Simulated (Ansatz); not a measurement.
## Tetragonal SnO monolayer in a perpendicular field

What dipole does a perpendicular field induce in the tetragonal SnO monolayer, and does the gap follow? A positive field points along +c.

Main program and level: Ansatz 0.2.0; plane-wave DFT, PBE-D3(BJ), Ansatz PAW.

**1. Starting point**

The cell holds 4 atoms: 2 Sn and 2 O. Cell: a = 3.850 Å, b = 3.850 Å, c = 33.814 Å, α = 90.0°, β = 90.0°, γ = 90.0°. Vacuum lies along c.

**2. Relaxing the slab**

The starting cell is a guess, so the in-plane lattice and the atoms are relaxed first, with the slab cut off from its images along the normal.

The input, input.yaml:

```yaml
crystal:
  lattice:
    - [3.85, 0.0, 0.0]
    - [0.0, 3.85, 0.0]
    - [0.0, 0.0, 33.8142135623]
  atoms:
    - { symbol: Sn, position: [0.5, 0.0, 0.4790884747] }
    - { symbol: O, position: [0.0, 0.0, 0.5] }
    - { symbol: O, position: [0.5, 0.5, 0.5] }
    - { symbol: Sn, position: [0.0, 0.5, 0.5209115253] }
  periodic: [true, true, false]
kpoints:
  mp_grid: { grid: [8, 8, 1] }
hamiltonian:
  xc: pbe
  dispersion: d3bj
scf:
  occupations: { method: fermi_dirac, width: 0.05 }
  convergence: { dr2_threshold: 1.0e-09 }
relax:
  f_tol: 0.004
  max_steps: 90
  cell: {}
output:
  write_potential: true
  write_density: true
  volumetric_format: npy
```

On the command line:

```
> ansatz run input.yaml --threads 2 --pin off --max-ram 3072MiB --backend cpu --events-out ev --progress --plain --runs-dir out
```

Numbers of over 12 decimals in the logs are rounded to 6 here.

Output:

```text
Warning: relax.cell: scf.convergence.dr2_threshold = 1e-9 eV is looser than the 3.07020944278e-10 eV advised for a relaxation that steers and ends on the stress (1e-10 eV for each atom of the cell: 4, times the square of relax.cell.stress_2d_tol = 0.05 N/m over 11.4 Å (the atoms' height at the walk's start and 5 Å past either face), 4.381e-2 GPa, over a crystal's default 0.05). What an SCF threshold leaves in a stress goes as its square root, and in the free energy as the threshold itself, and one threshold admits the most on a small cell: [figures from the program's tests cut] Set scf.convergence.dr2_threshold to 3.07020944278e-10 eV or tighter. [rest of the remark cut]
Engine: ansatz 0.2.0, x86_64-unknown-linux-gnu
Pseudopotentials: kind: paw
Pseudopotential: Sn, paw, valence charge 14, recommended cutoff 420 eV (normal), Sn.paw.azcp
Pseudopotential: O, paw, valence charge 6, recommended cutoff 420 eV (normal), O.paw.azcp
Functional definition: PBE
  parameter kappa = 0.804
  parameter beta = 0.066725
  exchange = pbe_x(kappa = kappa, mu = beta*pi^2/3)
  correlation = pbe_c(beta = beta)
Crystal: 4 atoms, lattice volume = 501.211 Å³
Basis set: ecut = 420 eV, 9841 PW (Γ), exchange–correlation on 54×54×480 points (8 copies of the dense FFT grid, shifted against one another)
Bands: 24, of which v1, the nominal top of the filled ones, is band 20 counted from 1 (19 counted from 0)
Symmetry: 16 space group operations
Space group: P4/nmm (ITA 129), of the structure as read, at distance tolerance 7.9e-5 Å
k-points: 15 of 64
Non-local potential: Sn, projectors of the file, l = 0: 2, l = 1: 2, l = 2: 2, l = 3: 2
Non-local potential: O, projectors of the file, l = 0: 2, l = 1: 2, l = 2: 1
PAW form: soft (Blöchl's): semilocal exchange-correlation on the pseudo side does not see the compensation charge
PAW one-centre angular grid: Sn, 590 points (default); XC on 64 Gauss nodes
PAW one-centre angular grid: O, 110 points (default); XC on 64 Gauss nodes
Initial density: superposition of atomic densities (neutral atoms: chi_scale 0, normalization atom), corrected by the library's trained network
Initial wavefunctions: pseudopotential atomic-orbital guess
Functional: x = pbe(κ = 0.804, μ = 0.219515), c = pbe(β = 0.066725)
SCF iter   1: F=—  HF=-13179.996861 eV  |F-HF|=—  |Δ(HF+E_count)|=         —  Δρ=3.48e-3  dr2=5.42e-2  ethr=1.77e-3  ⟨swp⟩=11.9  Hψ=2724  notcnv=0
preconditioner: auto → Resta (q_TF=auto, 1.790 Å⁻¹)  ε∞=1.3  [insulator: Δε(μ)=1.015 eV  Ē_g=18.739 eV  σ=0.050 eV  W_gap=1.00  n_scr=46 (ndim 8)  ℏωp=10.5 eV  f_vac=0.821  D(μ)=0.00/eV (n_scr^D=0)  ε∞_Penn≈1.3  vacuum switching on, ρ_ref=2.5e-2 e/Å³]
SCF iter   2: F=—  HF=-13180.006216 eV  |F-HF|=—  |Δ(HF+E_count)|=   9.35e-3  Δρ=1.74e-3  dr2=1.17e-2  ethr=1.35e-4  ⟨swp⟩=4.1  Hψ=984  notcnv=0
SCF iter   3: F=—  HF=-13180.013299 eV  |F-HF|=—  |Δ(HF+E_count)|=   7.08e-3  Δρ=9.98e-4  dr2=4.10e-3  ethr=2.92e-5  ⟨swp⟩=3.6  Hψ=885  notcnv=0
SCF iter   4: F=—  HF=-13180.017277 eV  |F-HF|=—  |Δ(HF+E_count)|=   3.98e-3  Δρ=2.97e-4  dr2=4.30e-4  ethr=1.03e-5  ⟨swp⟩=4.1  Hψ=742  notcnv=0
SCF iter   5: F=—  HF=-13180.017493 eV  |F-HF|=—  |Δ(HF+E_count)|=   2.16e-4  Δρ=5.89e-5  dr2=1.22e-5  ethr=1.08e-6  ⟨swp⟩=3.7  Hψ=940  notcnv=0
SCF iter   6: F=—  HF=-13180.017462 eV  |F-HF|=—  |Δ(HF+E_count)|=   3.05e-5  Δρ=1.51e-5  dr2=5.56e-7  ethr=3.05e-8  ⟨swp⟩=3.3  Hψ=773  notcnv=0
SCF iter   7: F=—  HF=-13180.017309 eV  |F-HF|=—  |Δ(HF+E_count)|=   1.53e-4  Δρ=2.08e-6  dr2=1.94e-8  ethr=1.39e-9  ⟨swp⟩=3.5  Hψ=837  notcnv=0
SCF iter   8: F=-13180.017309 eV  HF=-13180.017309 eV  |F-HF|=1.09e-11  |Δ(HF+E_count)|=   1.78e-7  Δρ=3.73e-7  dr2=7.35e-10  ethr=2.50e-12  ⟨swp⟩=12.1  Hψ=3703  notcnv=0
SCF 1 converged in 8 iterations: F = -13180.017309 eV  dr2 = 7.35e-10
  greatest PAW one-centre occupation: 0.996 electrons in one spin orbital (limit 2), on the Sn atom at site 3 (counted from 0), in its partial waves of l = 2
relax step   1: F+E_penalty+E_count = -13180.01730917 eV  Δ(F+E_penalty+E_count) = +0.000e0 eV  max|allowed force component| = 7.603e0 eV/Å  Δτ_max = 0.0000 Å  P = +22.712 N/m  Ω = 501.211 Å³  fix = [c, alpha, beta]  reactions: c +0.000 N/m  (8 SCF iters, accepted)
Crystal: 4 atoms, lattice volume = 509.118 Å³
Basis set: ecut = 420 eV, 10009 PW (Γ), exchange–correlation on 54×54×480 points (8 copies of the dense FFT grid, shifted against one another)
Initial density: handed on by an earlier stage of this run
Initial wavefunctions: those handed on with the density
iter 1 solved again at ethr=2.86e-4 eV; its pass at ethr=3.10e-3 eV (dr2=1.14e-1 eV) is discarded
SCF iter   1: F=—  HF=-13182.641467 eV  |F-HF|=—  |Δ(HF+E_count)|=         —  Δρ=5.92e-3  dr2=1.14e-1  ethr=2.86e-4  ⟨swp⟩=2.4  Hψ=3115  notcnv=0
preconditioner: auto → Resta (q_TF=auto, 1.786 Å⁻¹)  ε∞=1.3  [insulator: Δε(μ)=1.540 eV  Ē_g=18.244 eV  σ=0.050 eV  W_gap=1.00  n_scr=54 (ndim 8)  ℏωp=10.4 eV  f_vac=0.816  D(μ)=0.00/eV (n_scr^D=0)  ε∞_Penn≈1.3  vacuum switching on, ρ_ref=2.4e-2 e/Å³]
SCF iter   2: F=—  HF=-13182.618238 eV  |F-HF|=—  |Δ(HF+E_count)|=   2.32e-2  Δρ=2.86e-3  dr2=2.13e-2  ethr=2.85e-4  ⟨swp⟩=2.8  Hψ=667  notcnv=0
SCF iter   3: F=—  HF=-13182.617641 eV  |F-HF|=—  |Δ(HF+E_count)|=   5.97e-4  Δρ=5.72e-4  dr2=1.35e-3  ethr=5.33e-5  ⟨swp⟩=2.9  Hψ=803  notcnv=0
SCF iter   4: F=—  HF=-13182.617596 eV  |F-HF|=—  |Δ(HF+E_count)|=   4.51e-5  Δρ=2.37e-4  dr2=1.91e-4  ethr=3.38e-6  ⟨swp⟩=3.2  Hψ=819  notcnv=0
SCF iter   5: F=—  HF=-13182.617590 eV  |F-HF|=—  |Δ(HF+E_count)|=   6.41e-6  Δρ=9.27e-5  dr2=5.83e-5  ethr=4.78e-7  ⟨swp⟩=2.9  Hψ=681  notcnv=0
SCF iter   6: F=—  HF=-13182.617538 eV  |F-HF|=—  |Δ(HF+E_count)|=   5.12e-5  Δρ=2.40e-5  dr2=3.09e-6  ethr=1.46e-7  ⟨swp⟩=3.3  Hψ=696  notcnv=0
SCF iter   7: F=—  HF=-13182.617386 eV  |F-HF|=—  |Δ(HF+E_count)|=   1.53e-4  Δρ=5.62e-6  dr2=1.40e-7  ethr=7.72e-9  ⟨swp⟩=3.7  Hψ=856  notcnv=0
SCF iter   8: F=—  HF=-13182.617386 eV  |F-HF|=—  |Δ(HF+E_count)|=   1.66e-7  Δρ=1.14e-6  dr2=4.68e-9  ethr=3.50e-10  ⟨swp⟩=3.3  Hψ=797  notcnv=0
SCF iter   9: F=-13182.617386 eV  HF=-13182.617386 eV  |F-HF|=9.28e-11  |Δ(HF+E_count)|=   9.57e-9  Δρ=1.35e-7  dr2=8.28e-11  ethr=2.50e-12  ⟨swp⟩=12.0  Hψ=3076  notcnv=0
SCF 2 converged in 9 iterations: F = -13182.617386 eV  dr2 = 8.28e-11
  greatest PAW one-centre occupation: 0.994 electrons in one spin orbital (limit 2), on the Sn atom at site 3 (counted from 0), in its partial waves of l = 2
[...]
SCF iter   4: F=—  HF=-13183.714456 eV  |F-HF|=—  |Δ(HF+E_count)|=   5.09e-3  Δρ=4.86e-4  dr2=7.69e-4  ethr=7.38e-5  ⟨swp⟩=2.1  Hψ=527  notcnv=0
SCF iter   5: F=—  HF=-13183.714823 eV  |F-HF|=—  |Δ(HF+E_count)|=   3.67e-4  Δρ=1.36e-4  dr2=6.12e-5  ethr=1.92e-6  ⟨swp⟩=3.0  Hψ=746  notcnv=0
SCF iter   6: F=—  HF=-13183.714811 eV  |F-HF|=—  |Δ(HF+E_count)|=   1.26e-5  Δρ=3.22e-5  dr2=4.51e-6  ethr=1.53e-7  ⟨swp⟩=2.9  Hψ=785  notcnv=0
SCF iter   7: F=—  HF=-13183.714807 eV  |F-HF|=—  |Δ(HF+E_count)|=   3.97e-6  Δρ=5.79e-6  dr2=2.22e-7  ethr=1.13e-8  ⟨swp⟩=2.7  Hψ=823  notcnv=0
SCF iter   8: F=—  HF=-13183.714659 eV  |F-HF|=—  |Δ(HF+E_count)|=   1.48e-4  Δρ=2.04e-6  dr2=1.49e-8  ethr=5.56e-10  ⟨swp⟩=3.0  Hψ=772  notcnv=0
SCF iter   9: F=—  HF=-13183.714659 eV  |F-HF|=—  |Δ(HF+E_count)|=   9.12e-9  Δρ=6.57e-7  dr2=1.80e-9  ethr=3.73e-11  ⟨swp⟩=3.2  Hψ=785  notcnv=0
SCF iter  10: F=-13183.714659 eV  HF=-13183.714659 eV  |F-HF|=1.46e-11  |Δ(HF+E_count)|=  6.22e-10  Δρ=5.91e-8  dr2=1.12e-11  ethr=2.50e-12  ⟨swp⟩=11.2  Hψ=2761  notcnv=0
SCF 3 converged in 10 iterations: F = -13183.714659 eV  dr2 = 1.12e-11
relax step   3: F+E_penalty+E_count = -13183.71465876 eV  Δ(F+E_penalty+E_count) = -1.097e0 eV  max|allowed force component| = 1.211e0 eV/Å  Δτ_max = 0.1946 Å  P = +0.932 N/m  Ω = 506.373 Å³  energy of the carried Pulay correction = -2.043e-3 eV  fix = [c, alpha, beta]  reactions: c +0.000 N/m  (10 SCF iters, accepted)
[...]
relax step   4: F+E_penalty+E_count = -13183.79912973 eV  Δ(F+E_penalty+E_count) = -8.447e-2 eV  max|allowed force component| = 4.777e-1 eV/Å  Δτ_max = 0.1084 Å  P = -0.845 N/m  Ω = 496.907 Å³  energy of the carried Pulay correction = +1.720e-3 eV  fix = [c, alpha, beta]  reactions: c +0.000 N/m  (9 SCF iters, accepted)
[...]
relax step   5: F+E_penalty+E_count = -13183.81149621 eV  Δ(F+E_penalty+E_count) = -1.237e-2 eV  max|allowed force component| = 1.896e-2 eV/Å  Δτ_max = 0.0270 Å  P = -0.314 N/m  Ω = 497.644 Å³  energy of the carried Pulay correction = +1.424e-3 eV  fix = [c, alpha, beta]  reactions: c +0.000 N/m  (8 SCF iters, accepted)
[...]
relax step   6: F+E_penalty+E_count = -13183.81269776 eV  Δ(F+E_penalty+E_count) = -1.202e-3 eV  max|allowed force component| = 3.077e-3 eV/Å  Δτ_max = 0.0009 Å  P = -0.183 N/m  Ω = 496.225 Å³  energy of the carried Pulay correction = +1.994e-3 eV  fix = [c, alpha, beta]  reactions: c +0.000 N/m  (6 SCF iters, accepted)
[...]
relax step   7: F+E_penalty+E_count = -13183.81399718 eV  Δ(F+E_penalty+E_count) = -1.299e-3 eV  max|allowed force component| = 5.184e-4 eV/Å  Δτ_max = 0.0026 Å  P = +0.003 N/m  Ω = 493.932 Å³  energy of the carried Pulay correction = +2.918e-3 eV  fix = [c, alpha, beta]  reactions: c +0.000 N/m  (7 SCF iters, accepted)
Initial wavefunctions: pseudopotential atomic-orbital guess (no wavefunctions were taken with the density)
iter 1 solved again at ethr=7.71e-7 eV; its pass at ethr=3.10e-3 eV (dr2=3.09e-4 eV) is discarded
SCF iter   1: F=—  HF=-13183.811406 eV  |F-HF|=—  |Δ(HF+E_count)|=         —  Δρ=3.82e-5  dr2=1.12e-6  ethr=7.71e-7  ⟨swp⟩=5.3  Hψ=3579  notcnv=0
preconditioner: auto → Resta (q_TF=auto, 1.795 Å⁻¹)  ε∞=1.4  [insulator: Δε(μ)=3.053 eV  Ē_g=17.576 eV  σ=0.050 eV  W_gap=1.00  n_scr=46 (ndim 8)  ℏωp=10.6 eV  f_vac=0.801  D(μ)=0.00/eV (n_scr^D=0)  ε∞_Penn≈1.4  vacuum switching on, ρ_ref=2.2e-2 e/Å³]
SCF iter   2: F=—  HF=-13183.811217 eV  |F-HF|=—  |Δ(HF+E_count)|=   1.89e-4  Δρ=1.94e-5  dr2=8.70e-7  ethr=2.80e-9  ⟨swp⟩=3.2  Hψ=909  notcnv=0
SCF iter   3: F=—  HF=-13183.811217 eV  |F-HF|=—  |Δ(HF+E_count)|=   3.14e-7  Δρ=1.23e-5  dr2=2.91e-7  ethr=2.18e-9  ⟨swp⟩=2.3  Hψ=538  notcnv=0
SCF iter   4: F=—  HF=-13183.811217 eV  |F-HF|=—  |Δ(HF+E_count)|=   1.29e-7  Δρ=1.33e-6  dr2=2.53e-9  ethr=7.28e-10  ⟨swp⟩=2.4  Hψ=514  notcnv=0
SCF iter   5: F=-13183.811217 eV  HF=-13183.811217 eV  |F-HF|=2.47e-10  |Δ(HF+E_count)|=   3.70e-9  Δρ=5.15e-7  dr2=4.80e-10  ethr=2.50e-12  ⟨swp⟩=16.3  Hψ=3260  notcnv=0
SCF 8 converged in 5 iterations: F = -13183.811217 eV  dr2 = 4.80e-10
relax step   8: F+E_penalty+E_count = -13183.81121742 eV  Δ(F+E_penalty+E_count) = +2.780e-3 eV  max|allowed force component| = 1.261e-3 eV/Å  Δτ_max = 0.0000 Å  P = -0.026 N/m  Ω = 493.932 Å³  fix = [c, alpha, beta]  reactions: c +0.000 N/m  stress off target by 2.60e-2 N/m on what of the cell is left free  SCF on the basis re-selected at this cell (its energy is not comparable with the rows above)  (5 SCF iters)
basis re-selected at this cell: Δ(F+E_penalty+E_count) = +2.780e-3 eV, ΔP = -0.029 N/m vs the last step (what re-selecting the basis moved, of the pressure what is left beyond the Pulay correction that the steps carried, after the strain that the cell walked since its last selection, with what the two solves' SCF thresholds leave and, on support functions, any second-order correction that the steps lacked; it is no m [...]
WARN: The output density's exchange-correlation potential varies sharply where the density is thin. Do not read a vacuum level from v_tot or v_xc, or from such a field of the output density. On a cell that repeats whose density bears no net charge and no dipole along the vacuum's axis use v_es (v_loc + v_h of the components); under efield.dipole_correction with no amplitude use v_es + v_field, which holds any externa [...]
SCF converged after 5 iterations
Free energy (F): -13183.811217 eV
Harris-Foulkes:  -13183.811217 eV  (|F-HF|=2.47e-10)
Internal energy: -13183.811217 eV  (E = F + TS)
E sigma→0 (E₀):  -13183.811217 eV
Fermi energy:    -3.849793 eV
--- Per-component energies (eV) ---
  E_band       = -741.525435
  E_kinetic    = 722.249321
  E_local      = -73946.157264  (includes V_loc(G=0)·N_el)
  E_nonlocal   = 31.715968
  E_hartree    = 36804.976056
  E_xc         = -912.393113
  E_vxc        = -379.574674  (∫ρ·V_xc dr)
  E_paw        = -8587.524046  (= ΣΔE_a)
  E_vpaw       = -779.715038  (= ΣTr[D̂ρ^β])
  E_aug_tail   = 0.004809  (compensation charges beyond the density's cutoff)
  E_ewald      = 32703.864965
  E_disp       = -0.547912  (pairwise vdW)
  E_smearing   = -0.000000  (= −TS)
  E_closure    = 0.000000  (closes the sum)
  Σ components = -13183.811217   (vs F -13183.811217, Δ=0.00e0)
--- Forces (eV/Å), atoms counted from 1 ---
  atom   1  Sn     0.00000000     0.00000000    -0.00126060
  atom   2  O     -0.00000000     0.00000000     0.00000000
  atom   3  O     -0.00000000     0.00000000     0.00000000
  atom   4  Sn     0.00000000     0.00000000     0.00126060
  max |Σ_I F_I| component: 1.11e-16 eV/Å
--- 2D stress c σ (N/m, compression-positive) ---
       -0.026025       0.000000       0.000000
        0.000000      -0.026025       0.000000
        0.000000       0.000000       0.000000
  P = ½ c Tr σ = -0.0260 N/m
--- Band table (eV; the first three rows and the last of 15) ---
  k-point 0: bands = [... 16 lower, -7.4578, -7.0531, -7.0531, -5.4481, -2.2813, -2.1953, -0.1854, -0.0740]
  k-point 1: bands = [... 16 lower, -7.6388, -7.1894, -7.0167, -5.4278, -1.9248, -1.8875, -0.4432, -0.0133]
  k-point 2: bands = [... 16 lower, -7.9585, -7.5645, -6.8861, -5.4106, -1.3833, -1.3300 (-1.3300°), -1.0980, -0.0986]
  k-point 14: bands = [... 16 lower, -6.4083, -6.4083, -6.0758, -6.0758, -2.2764, -2.2764, -0.1676, -0.1676]
  ° read free of the cell's end (the report's vacuum.weakly_bound_levels)
--- Relaxed structure (7 steps of the walk, 7 accepted, 1 SCFs on fresh bases) ---
  F+E_penalty+E_count = -13183.81121742 eV   max|allowed force component| = 1.261e-3 eV/Å   (the final SCF, on the basis selected at the relaxed cell)
  cell:  # Å, volume = 493.9322 Å³
    - [3.821941, 0, 0.0]
    - [0, 3.821941, 0.0]
    - [0.0, 0.0, 33.8142135623]
  atoms:
    - { symbol: Sn, position: [0.5, 0, 0.465059] }
    - { symbol: O, position: [0, 0, 0.5] }
    - { symbol: O, position: [0.5, 0.5, 0.5] }
    - { symbol: Sn, position: [0, 0.5, 0.534941] }
```

It took 2.7 min on 2 threads of Intel Xeon at 2.50GHz (Skylake/Cascade Lake), shared host; peak memory 0.72 GiB; 4 min of CPU time.

Step by step:

| step | energy less that of the first step (eV) | largest force component (eV/Å) | volume (Å³) |
| --- | --- | --- | --- |
| 1 | 0.0000 | 7.6028 | 501.21 |
| 2 | -2.6001 | 4.4698 | 509.12 |
| 3 | -3.6973 | 1.2114 | 506.37 |
| 4 | -3.7818 | 0.4777 | 496.91 |
| 5 | -3.7942 | 0.0190 | 497.64 |
| 6 | -3.7954 | 0.0031 | 496.22 |
| 7 | -3.7967 | 0.0005 | 493.93 |
| 8* | -3.7939 | 0.0013 | 493.93 |

Relaxation steps marked * repeat the geometry before them on a plane-wave basis chosen anew for their cell, so energy and pressure can jump there.

Forces are held to the 16 operations that the run works with; a distortion that breaks them can't arise in this run.

| cell as run | before | after | change |
| --- | --- | --- | --- |
| a (Å) | 3.850 | 3.822 | -0.7 % |
| b (Å) | 3.850 | 3.822 | -0.7 % |

The atoms that moved most (Å, along periodic axes as changes of fractional coordinates times the final cell, across vacuum about the mean position):

| atom | dx | dy | dz | length |
| --- | --- | --- | --- | --- |
| Sn1 | 0.000 | 0.000 | -0.474 | 0.474 |
| Sn4 | 0.000 | 0.000 | 0.474 | 0.474 |

Final coordinates:

```xyz
4
Lattice="3.8219 0.0000 0.0000 0.0000 3.8219 0.0000 0.0000 0.0000 33.8142" Properties=species:S:1:pos:R:3
Sn    1.9110    0.0000   15.7256
O     0.0000    0.0000   16.9071
O     1.9110    1.9110   16.9071
Sn    0.0000    1.9110   18.0886
```

Numbers from this step:

```
gap on the k-mesh : 3.053 eV
```

The lattice constant a goes from 3.850 to 3.822 Å.

[end of part 1 of 2]

[Logs are printed without paths, hosts, clocks, repeated set-up lines and the standing remarks that a program may print on its own settings, such as how far it seeks lower states.]

[Hosts, paths, dates, database ids (printed as entryN), source tags and the programs' standing remarks are cut or masked in the printed files.]

[Maps of the electrostatic potential energy from Ansatz leave out the sawtooth potential of an applied field or a dipole correction, so their vacuum need not be flat; planar profiles and work functions include it.]
